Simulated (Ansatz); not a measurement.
# Ir (Fm-3m): Migdal–Eliashberg transition temperature, part 2 of 2

What Tc do the phonons of Ir (Fm-3m) give, and how does it depend on μ*? The cell shown first is a relaxed one, from steps not shown here.

Ansatz 0.2.0; DFT PBE, scalar-relativistic, plane waves, PAW.

So far, log mean phonon energy ħω_log (meV): step 2 (coupling and resistivity: q 3×3×3, k 9×9×9, scattering …) 17.5.

### Step 3. Electron–phonon run: q 4×4×4, k 12×12×12, scattering 20×20×20

The next rung changes the q mesh, which sets the reach of the force constants and couplings; the k mesh of the density and its response; the scattering mesh, which samples the Fermi surface.

Input file input.yaml:

```yaml
crystal:
  lattice:
    - [0.0, 1.9357158509, 1.9357158509]
    - [1.9357158509, 0.0, 1.9357158509]
    - [1.9357158509, 1.9357158509, 0.0]
  atoms:
    - { symbol: Ir, position: [0.0, 0.0, 0.0] }
kpoints:
  mp_grid: { grid: [12, 12, 12] }
hamiltonian:
  xc: pbe
scf:
  occupations: { method: methfessel_paxton, width: 0.2 }
output:
  eigenvalues: true
phonons:
  method: dfpt
  qmesh: [4, 4, 4]
  temperatures: { t_max: 1000, t_step: 50 }
  qpath:
    path:
      - [[0.0, 0.0, 0.0], [0.5, 0.0, 0.5], [0.625, 0.25, 0.625]]
      - [[0.375, 0.375, 0.75], [0.0, 0.0, 0.0], [0.5, 0.5, 0.5], [0.5, 0.25, 0.75], [0.5, 0.0, 0.5]]
    npoints: 10
  electrical_resistivity:
    mesh: [20, 20, 20]
    temperatures: [20.0, 50.0, 80.0, 100.0, 150.0, 200.0, 273.0, 300.0, 400.0, 500.0, 600.0, 800.0]
  superconductivity: { mesh: [20, 20, 20] }
```

On the command line:

```
$ ansatz run input.yaml --threads 4 --pin off --max-ram 10240MiB --backend cpu --events-out ev --progress --plain --runs-dir out
```

Numbers of over 12 decimals in the logs are rounded to 6 here.

The log of the run:

```text
[...]
Crystal: 1 atoms, lattice volume = 14.506 Å³
Basis set: ecut = 420 eV, 283 PW (Γ), exchange–correlation on 40×40×40 points (8 copies of the dense FFT grid, shifted against one another)
Bands: 13, of which v1, the nominal top of the filled ones, is band 9 counted from 1 (8 counted from 0)
Symmetry: 48 space group operations
k-points: 72 of 1728
[...]
SCF iter   1: F=—  HF=-11935.325449 eV  |F-HF|=—  |Δ(HF+E_count)|=         —  Δρ=4.05e-3  dr2=3.47e-4  ethr=1.77e-3  ⟨swp⟩=5.0  Hψ=4499  notcnv=0
[...]
SCF iter   6: F=-11935.326388 eV  HF=-11935.326388 eV  |F-HF|=1.82e-12  |Δ(HF+E_count)|=   2.02e-8  S|Δr|=    0.00e0  Δρ=5.39e-7  dr2=8.33e-12  ethr=1.00e-12  ⟨swp⟩=5.5  Hψ=4970  notcnv=0
SCF 1 converged in 6 iterations: F = -11935.326388 eV  dr2 = 8.33e-12
[...]
NSCF: frozen V_eff on 72 k-points
[...]
SCF iter   1: F=—  HF=-11935.325449 eV  |F-HF|=—  |Δ(HF+E_count)|=         —  Δρ=4.05e-3  dr2=3.47e-4  ethr=1.77e-3  ⟨swp⟩=5.0  Hψ=4499  notcnv=0
[...]
SCF iter   6: F=-11935.326388 eV  HF=-11935.326388 eV  |F-HF|=1.82e-12  |Δ(HF+E_count)|=   2.02e-8  S|Δr|=    0.00e0  Δρ=5.39e-7  dr2=8.32e-12  ethr=1.00e-12  ⟨swp⟩=2.9  Hψ=3370  notcnv=0
SCF 2 converged in 6 iterations: F = -11935.326388 eV  dr2 = 8.32e-12
[...]
SCF converged after 6 iterations
[...]
Free energy (F): -11935.326388 eV
[...]
Internal energy: -11935.327830 eV  (E = F + TS)
E sigma→0 (E₀):  -11935.326748 eV
Entropy (-TS):   0.001443 eV (1.443 meV/atom)
Fermi energy:    25.067838 eV
[...]
--- Band table (eV; the first three rows and the last of 72) ---
  k-point 0: bands = [... 5 lower, 21.2787, 21.2787, 21.2787, 23.8655, 23.8655, 38.7005, 44.0693, 44.0693]
  k-point 1: bands = [... 5 lower, 21.1249, 21.4038, 21.4038, 23.7881, 23.7881, 39.2077, 42.7952, 44.5643]
  k-point 2: bands = [... 5 lower, 20.8141, 21.6576, 21.6576, 23.7150, 23.7150, 40.2821, 40.7962, 45.9592]
  k-point 71: bands = [... 5 lower, 20.3155, 20.3155, 23.2831, 26.4503, 32.9505, 33.8772, 33.8772, 38.0368]
[...]
ASR residual: 1.258e-4 → 0.000e0 eV/Å²; symmetrization residual: 1.137e-12 eV/Å²
  ASR residual per site (eV/Å²): 1.26e-4
  Γ frequencies (cm⁻¹): 0.00 0.00 0.00
--- Phonons (arbitrary-q DFPT): 8 irreducible q on the 4×4×4 mesh ---
[...]
interpolated dispersion: 62 rows × 3 modes
[...]
--- Electrical resistivity: potentials and phonons of a 4×4×4 supercell ---
[...]
at the Fermi level of each mesh (of a tensor a third of its trace):
[...]
20×20×20                     0.4697             10.0484    0.4160    0.4717          17.368
       10×10×10                     0.4688              9.3732    0.3821    0.4350          17.295
          5×5×5                     0.4903              9.6345    0.3474    0.4174          17.186
  resistivity on the deck's mesh, µΩ·cm:
[...]
20.00     1.2813e-3              no     1.2813e-3     1.2813e-3     1.2813e-3       3.2173e-3         1.6041e-3
     50.00     1.8661e-1              no     1.8661e-1     1.8661e-1     1.8661e-1       2.8202e-1         1.8498e-1
     80.00     7.6298e-1              no     7.6298e-1     7.6298e-1     7.6298e-1       8.9497e-1         7.2064e-1
    100.00      1.2126e0              no      1.2126e0      1.2126e0      1.2126e0        1.3365e0          1.1342e0
    150.00      2.2979e0              no      2.2979e0      2.2979e0      2.2979e0        2.4121e0          2.1384e0
    200.00      3.3102e0              no      3.3102e0      3.3102e0      3.3102e0        3.4390e0          3.0793e0
    273.00      4.7197e0              no      4.7197e0      4.7197e0      4.7197e0        4.8860e0          4.3909e0
    300.00      5.2294e0              no      5.2294e0      5.2294e0      5.2294e0        5.4114e0          4.8654e0
    400.00      7.0866e0              no      7.0866e0      7.0866e0      7.0866e0        7.3303e0          6.5947e0
    500.00      8.9147e0              no      8.9147e0      8.9147e0      8.9147e0        9.2225e0          8.2979e0
    600.00      1.0727e1              no      1.0727e1      1.0727e1      1.0727e1        1.1099e1          9.9870e0
    800.00      1.4329e1              no      1.4329e1      1.4329e1      1.4329e1        1.4833e1          1.3349e1
[...]
vibrations of 64 cells: unjudged by the run; compare a larger repeat
[...]
--- Superconductivity: potentials and phonons of a 4×4×4 supercell ---
           mesh         λ    ħω_log (meV)  μ* declared at (meV)
       20×20×20    0.4160          17.368               17.894
       10×10×10    0.3821          17.295               17.821
          5×5×5    0.3474          17.186               17.782
  λ by the species' shares of the modes' patterns: Ir 0.4160
[...]
0.08      1.574         1.600         1.531         1.531         1.644         1.644          1.644
      0.10      1.050         1.066         0.995         0.995         1.093         1.093          1.093
      0.12      0.649         0.658         0.600         0.600         0.680         0.680          0.680
      0.13      0.492         0.498         0.449         0.449         0.520         0.520          0.520
      0.14      0.362         0.367         0.327         0.327         0.388         0.388          0.388
      0.16      0.176         0.178         0.157         0.157         0.199         0.199          0.199
      0.20      0.022         0.022    none_found    none_found    none_found    none_found     none_found
  none_found: no transition down to 0.1 K
[...]
vibrations of 64 cells: unjudged by the run; compare a larger repeat
[...]
```

Wall time 3 min (4 threads of Intel Xeon Platinum 8488C (Sapphire Rapids), shared host); peak memory 2.2 GiB; 11 min of CPU time.

Numbers from this step:

- zero point energy: 0.02688 eV/cell
- highest frequency, solved or plainly interpolated: 194.7 cm⁻¹
- Debye temperature (second moment): 275 K
- resistivity at 300 K: 5.229 μΩ cm
- coupling constant λ: 0.416
- density of states at the Fermi level: 0.4697 states/eV a spin and cell
- log mean phonon energy ħω_log: 17.37 meV
- transport coupling constant λ_tr: 0.4717, 0.4717, 0.4717 (xx, yy, zz)
- Drude plasma energy: 10.05, 10.05, 10.05 eV (xx, yy, zz)
- resistivity times mean free path: 3.893, 3.893, 3.893 × 10⁻¹⁶ Ω m² (xx, yy, zz)
- second-moment phonon energy ħω₂: 17.89 meV
- coupling λ by branch: 0.153, 0.137, 0.126 (branches by rank of frequency)

An empty cell: under 1 mK by a formula, or no transition down to the floor of the Eliashberg search. Transition temperatures:

```csv
μ*,McMillan Tc (K),Allen–Dynes Tc (K),isotropic Fermi-surface Tc (K),isotropic full bandwidth Tc (K),anisotropic Fermi-surface Tc (K),anisotropic full bandwidth Tc (K),anisotropic narrow window Tc (K)
0.08,1.57,1.6,1.53,1.53,1.64,1.64,1.64
0.1,1.05,1.07,0.995,0.995,1.09,1.09,1.09
0.12,0.649,0.658,0.6,0.6,0.68,0.68,0.68
0.13,0.492,0.498,0.449,0.449,0.52,0.52,0.52
0.14,0.362,0.367,0.327,0.327,0.388,0.388,0.388
0.16,0.176,0.178,0.157,0.157,0.199,0.199,0.199
0.2,0.0216,0.0218,-,-,-,-,-
```

### Step 4. Resistivity: q 6×6×6, k 18×18×18, scattering 24×24×24

The next rung changes the q mesh, which sets the reach of the force constants and couplings; the k mesh of the density and its response; the scattering mesh, which samples the Fermi surface.

input.yaml, the sections that differ from step 3:

```yaml
kpoints:
  mp_grid: { grid: [18, 18, 18] }
phonons:
  method: dfpt
  qmesh: [6, 6, 6]
  temperatures: { t_max: 1000, t_step: 50 }
  qpath:
    path:
      - [[0.0, 0.0, 0.0], [0.5, 0.0, 0.5], [0.625, 0.25, 0.625]]
      - [[0.375, 0.375, 0.75], [0.0, 0.0, 0.0], [0.5, 0.5, 0.5], [0.5, 0.25, 0.75], [0.5, 0.0, 0.5]]
    npoints: 10
  electrical_resistivity:
    mesh: [24, 24, 24]
    temperatures: [20.0, 50.0, 80.0, 100.0, 150.0, 200.0, 273.0, 300.0, 400.0, 500.0, 600.0, 800.0]
  superconductivity: { mesh: [24, 24, 24] }
# crystal, hamiltonian, scf, output: as in step 3
```

The log of the run:

```text
[...]
Crystal: 1 atoms, lattice volume = 14.506 Å³
Basis set: ecut = 420 eV, 283 PW (Γ), exchange–correlation on 40×40×40 points (8 copies of the dense FFT grid, shifted against one another)
Bands: 13, of which v1, the nominal top of the filled ones, is band 9 counted from 1 (8 counted from 0)
Symmetry: 48 space group operations
k-points: 195 of 5832
[...]
SCF iter   1: F=—  HF=-11935.310006 eV  |F-HF|=—  |Δ(HF+E_count)|=         —  Δρ=3.90e-3  dr2=2.78e-4  ethr=1.77e-3  ⟨swp⟩=5.0  Hψ=12137  notcnv=0
[...]
SCF iter   8: F=-11935.311108 eV  HF=-11935.311108 eV  |F-HF|=1.82e-12  |Δ(HF+E_count)|=  2.73e-11  S|Δr|=    0.00e0  Δρ=1.44e-7  dr2=2.52e-12  ethr=1.00e-12  ⟨swp⟩=5.3  Hψ=9577  notcnv=0
SCF 1 converged in 8 iterations: F = -11935.311108 eV  dr2 = 2.52e-12
[...]
SCF iter   1: F=—  HF=-11935.310006 eV  |F-HF|=—  |Δ(HF+E_count)|=         —  Δρ=3.90e-3  dr2=2.78e-4  ethr=1.77e-3  ⟨swp⟩=5.0  Hψ=12137  notcnv=0
[...]
SCF iter   8: F=-11935.311108 eV  HF=-11935.311108 eV  |F-HF|=7.28e-12  |Δ(HF+E_count)|=  2.55e-11  S|Δr|=    0.00e0  Δρ=1.45e-7  dr2=2.53e-12  ethr=1.00e-12  ⟨swp⟩=2.0  Hψ=4992  notcnv=0
SCF 2 converged in 8 iterations: F = -11935.311108 eV  dr2 = 2.53e-12
[...]
SCF converged after 8 iterations
[...]
Free energy (F): -11935.311108 eV
[...]
Internal energy: -11935.309556 eV  (E = F + TS)
E sigma→0 (E₀):  -11935.310720 eV
Entropy (-TS):   -0.001552 eV (-1.552 meV/atom)
Fermi energy:    25.059600 eV
[...]
--- Band table (eV; the first three rows and the last of 195) ---
  k-point 0: bands = [... 5 lower, 21.2814, 21.2814, 21.2814, 23.8708, 23.8708, 38.6975, 44.0708, 44.0708]
  k-point 1: bands = [... 5 lower, 21.2097, 21.3392, 21.3392, 23.8332, 23.8332, 38.9287, 43.4245, 44.2928]
  k-point 2: bands = [... 5 lower, 21.0255, 21.4905, 21.4905, 23.7512, 23.7512, 39.5649, 42.1000, 44.9404]
  k-point 194: bands = [... 5 lower, 19.8322, 20.8512, 23.3908, 26.4541, 32.9804, 33.1984, 34.4835, 38.0312]
[...]
ASR residual: 1.224e-4 → 0.000e0 eV/Å²; symmetrization residual: 1.971e-12 eV/Å²
  ASR residual per site (eV/Å²): 1.22e-4
  Γ frequencies (cm⁻¹): 0.00 0.00 0.00
--- Phonons (arbitrary-q DFPT): 16 irreducible q on the 6×6×6 mesh ---
[...]
q = [0.1667, 0.3333, -0.5000] (star 24, 3 solved perturbations on 3078 of 5832 k-point pairs; hermiticity 3.34e-9, symmetrization 7.67e-14): 139.47 145.48 174.74
[...]
interpolated dispersion: 62 rows × 3 modes
[...]
--- Electrical resistivity: potentials and phonons of a 6×6×6 supercell ---
[...]
at the Fermi level of each mesh (of a tensor a third of its trace):
[...]
24×24×24                     0.4637             10.2660    0.4090    0.4591          17.326
       12×12×12                     0.4574              9.4583    0.3932    0.4532          17.316
          6×6×6                     0.4912              9.5052    0.4706    0.5803          17.411
  resistivity on the deck's mesh, µΩ·cm:
[...]
20.00     1.1866e-3              no     1.1866e-3     1.1866e-3     1.1866e-3       3.0695e-3         1.4693e-3
     50.00     1.7630e-1              no     1.7630e-1     1.7630e-1     1.7630e-1       2.6518e-1         1.7412e-1
     80.00     7.1852e-1              no     7.1852e-1     7.1852e-1     7.1852e-1       8.3823e-1         6.7816e-1
    100.00      1.1404e0              no      1.1404e0      1.1404e0      1.1404e0        1.2504e0          1.0670e0
    150.00      2.1593e0              no      2.1593e0      2.1593e0      2.1593e0        2.2557e0          2.0120e0
    200.00      3.1129e0              no      3.1129e0      3.1129e0      3.1129e0        3.2183e0          2.9005e0
    273.00      4.4477e0              no      4.4476e0      4.4476e0      4.4477e0        4.5809e0          4.1453e0
    300.00      4.9325e0              no      4.9325e0      4.9325e0      4.9325e0        5.0777e0          4.5977e0
    400.00      6.7086e0              no      6.7086e0      6.7086e0      6.7086e0        6.9011e0          6.2552e0
    500.00      8.4710e0              no      8.4710e0      8.4710e0      8.4710e0        8.7127e0          7.9004e0
    600.00      1.0230e1              no      1.0230e1      1.0230e1      1.0230e1        1.0521e1          9.5429e0
    800.00      1.3753e1              no      1.3753e1      1.3753e1      1.3753e1        1.4148e1          1.2836e1
[...]
vibrations of 216 cells: unjudged by the run; compare a larger repeat
[...]
--- Superconductivity: potentials and phonons of a 6×6×6 supercell ---
           mesh         λ    ħω_log (meV)  μ* declared at (meV)
       24×24×24    0.4090          17.326               17.840
       12×12×12    0.3932          17.316               17.830
          6×6×6    0.4706          17.411               17.959
  λ by the species' shares of the modes' patterns: Ir 0.4090
[...]
0.08      1.455         1.478         1.414         1.413         1.509         1.509          1.509
      0.10      0.957         0.970         0.906         0.906         0.987         0.987          0.987
      0.12      0.580         0.587         0.536         0.536         0.601         0.601          0.601
      0.13      0.434         0.440         0.397         0.397         0.454         0.454          0.454
      0.14      0.316         0.319         0.285         0.285         0.334         0.334          0.334
      0.16      0.148         0.150         0.132         0.132         0.165         0.165          0.165
      0.20      0.016         0.016    none_found    none_found    none_found    none_found     none_found
  none_found: no transition down to 0.1 K
[...]
vibrations of 216 cells: unjudged by the run; compare a larger repeat
[...]
```

The job ended after 12 min (4 threads; peak memory 6.1 GiB; 45 min of CPU time).

Numbers from this step:

- zero point energy: 0.02605 eV/cell
- highest frequency, solved or plainly interpolated: 191.4 cm⁻¹
- Debye temperature (second moment): 265 K
- resistivity at 300 K: 4.932 μΩ cm
- coupling constant λ: 0.409
- density of states at the Fermi level: 0.4637 states/eV a spin and cell
- log mean phonon energy ħω_log: 17.33 meV
- transport coupling constant λ_tr: 0.4591, 0.4591, 0.4591 (xx, yy, zz)
- Drude plasma energy: 10.27, 10.27, 10.27 eV (xx, yy, zz)
- resistivity times mean free path: 3.828, 3.828, 3.828 × 10⁻¹⁶ Ω m² (xx, yy, zz)
- second-moment phonon energy ħω₂: 17.84 meV
- coupling λ by branch: 0.152, 0.136, 0.121 (branches by rank of frequency)

An empty cell: under 1 mK by a formula, or no transition down to the floor of the Eliashberg search. Transition temperatures:

```csv
μ*,McMillan Tc (K),Allen–Dynes Tc (K),isotropic Fermi-surface Tc (K),isotropic full bandwidth Tc (K),anisotropic Fermi-surface Tc (K),anisotropic full bandwidth Tc (K),anisotropic narrow window Tc (K)
0.08,1.46,1.48,1.41,1.41,1.51,1.51,1.51
0.1,0.957,0.97,0.906,0.906,0.987,0.987,0.987
0.12,0.58,0.587,0.536,0.536,0.601,0.601,0.601
0.13,0.434,0.44,0.397,0.397,0.454,0.454,0.454
0.14,0.316,0.319,0.285,0.285,0.334,0.334,0.334
0.16,0.148,0.15,0.132,0.132,0.165,0.165,0.165
0.2,0.016,0.0162,-,-,-,-,-
```

The Eliashberg function α²F has structure finer than the step of the table below, so its rows give means over 1 meV, whole bins alone (the curve runs from 0.092 to 23.5 meV). Peaks (meV: height): α²F 17.5: 0.660, 22.1: 0.561; α²F tr 17.5: 0.753, 22.1: 0.606.

The Eliashberg function α²F by phonon energy; means over each step:

```csv
phonon energy (meV),α²F,α²F tr
2,2.8e-5,0
3,1.9e-4,3.6e-5
4,3.9e-4,1.1e-4
5,6.5e-4,2.5e-4
6,9.7e-4,4.7e-4
7,0.00147,8.4e-4
8,0.00232,0.00151
9,0.00414,0.00317
10,0.0116,0.0123
11,0.0235,0.0264
12,0.0428,0.0453
13,0.0764,0.0805
14,0.150,0.162
15,0.271,0.311
16,0.458,0.541
17,0.570,0.648
18,0.556,0.641
19,0.260,0.296
20,0.267,0.308
21,0.315,0.346
22,0.469,0.505
23,0.118,0.112
```

Anisotropic full-bandwidth solution, weighted at the Fermi level. Gaps:

```csv
mu*,T (K),mean gap (meV),5 % (meV),95 % (meV),mean Z
0.1,0.247,0.146,0.118,0.169,1.41
0.1,0.494,0.139,0.112,0.162,1.41
0.1,0.74,0.112,0.0907,0.13,1.41
0.1,0.888,0.076,0.0614,0.088,1.41
0.13,0.113,0.0665,0.0514,0.0789,1.41
0.13,0.227,0.0633,0.049,0.0751,1.41
0.13,0.34,0.051,0.0395,0.0604,1.41
0.13,0.409,0.0344,0.0267,0.0408,1.41
0.16,0.0413,0.0239,0.0174,0.0292,1.41
0.16,0.0825,0.0227,0.0166,0.0278,1.41
0.16,0.124,0.0182,0.0133,0.0223,1.41
0.16,0.149,0.0123,0.00898,0.015,1.41
```

dTc/da2F against phonon energy:

```csv
phonon energy (meV),dTc/da2F (K/meV)
2,-
3,3.08
4,2.59
5,2.24
6,1.97
7,1.77
8,1.60
9,1.46
10,1.34
11,1.24
12,1.16
13,1.08
14,1.01
15,0.949
16,0.895
17,0.846
18,0.802
19,0.761
20,0.725
21,0.691
22,0.660
23,0.632
```

Share of the Fermi-level states against lambda of a state:

```csv
lambda of a state,share of the Fermi-level states
0.228,1.0e-4
0.252,5.0e-4
0.276,5.0e-4
0.301,0.0018
0.325,0.0493
0.349,0.103
0.373,0.141
0.398,0.223
0.422,0.226
0.446,0.141
0.471,0.0776
0.495,0.0162
0.519,0
0.543,0
0.568,0.0028
0.592,0.0061
0.616,0.0062
0.641,0.0041
0.665,8.0e-4
0.689,0
0.713,2.0e-4
0.738,0
0.762,0
0.786,0.001
```

### Step 5. Summary of results

```json
{"meshes": "q 6×6×6, k 18×18×18, scattering 24×24×24", "coupling constant λ": "0.409", "log mean phonon energy ħω_log": "17.3 meV", "Allen–Dynes Tc at μ* = 0.1": "0.97 K", "Allen–Dynes Tc at μ* = 0.13": "0.44 K", "anisotropic Eliashberg Tc at μ* = 0.1": "0.987 K", "anisotropic Eliashberg Tc at μ* = 0.13": "0.454 K"}
```

In the last run (PBE, q 6×6×6, k 18×18×18, scattering 24×24×24), with λ = 0.41 and ħω_log = 17.3 meV, Tc at μ* = 0.13 is 0.43 K by McMillan's formula, 0.44 K by Allen and Dynes's and 0.45 K by the anisotropic Eliashberg equations. Allen and Dynes's formula meets the measured 0.14 K at μ* near 0.16. Raising μ* from 0.10 to 0.16 lowers the Allen–Dynes value from 0.97 to 0.15 K. The mean gap at a quarter of Tc gives 2Δ/k_B Tc = 3.40, against 3.53 in weak-coupling theory. The gap spreads from 0.051 to 0.079 meV over nine tenths of the Fermi surface. By the run's own test λ is not converged in the fine mesh: it moves by 4 % between the two finest, and by up to 8 % in the other runs. The run's transport test calls it not converged in the mesh; ρ(300 K) moves by 14 % in the component that moves most. λ of these runs moves by 4 to 8 % between their two finest meshes, and Tc by more, so small gaps between the runs or to the measured value rank nothing. Over the runs, λ takes the values 0.418, 0.416 and 0.409, in the order shown. No spin–orbit coupling, which matters for Ir. μ* is a typed number, phonons are harmonic, and spin fluctuations are left out; at μ* = 0.13 McMillan's formula turns 1 % in λ into about 7.4 % in Tc.

Calculation against experiment:

```
                                                   quantity  measured  Allen–Dynes, PBE, q 3×3×3, fine 16×16×16  Eliashberg, PBE, q 3×3×3, fine 16×16×16  Allen–Dynes, PBE, q 4×4×4, fine 20×20×20  Eliashberg, PBE, q 4×4×4, fine 20×20×20  Allen–Dynes, PBE, q 6×6×6, fine 24×24×24  Eliashberg, PBE, q 6×6×6, fine 24×24×24
superconducting transition temperature (μ* = 0.13) (kelvin)      0.14                           0.52 (+269.3 %)                          0.53 (+280.0 %)                           0.50 (+255.7 %)                          0.52 (+271.4 %)                           0.44 (+214.3 %)                          0.45 (+224.3 %)
```

Measured values from Wikipedia's table of superconducting elements, as read in December (2026).

How well it matches: For the superconducting transition temperature, of the levels listed nearest comes Allen–Dynes, PBE, q 6×6×6, fine 24×24×24 (+214.3 %, a clear miss) and farthest Eliashberg, PBE, q 3×3×3, fine 16×16×16 (+280.0 %, a clear miss). Limits of convergence are named above.

[Logs are printed without paths, hosts, clocks, repeated set-up lines and the standing remarks that a program may print on its own settings, such as how far it seeks lower states.]

[Hosts, paths, dates, database ids (printed as entryN), source tags and the programs' standing remarks are cut or masked in the printed files.]
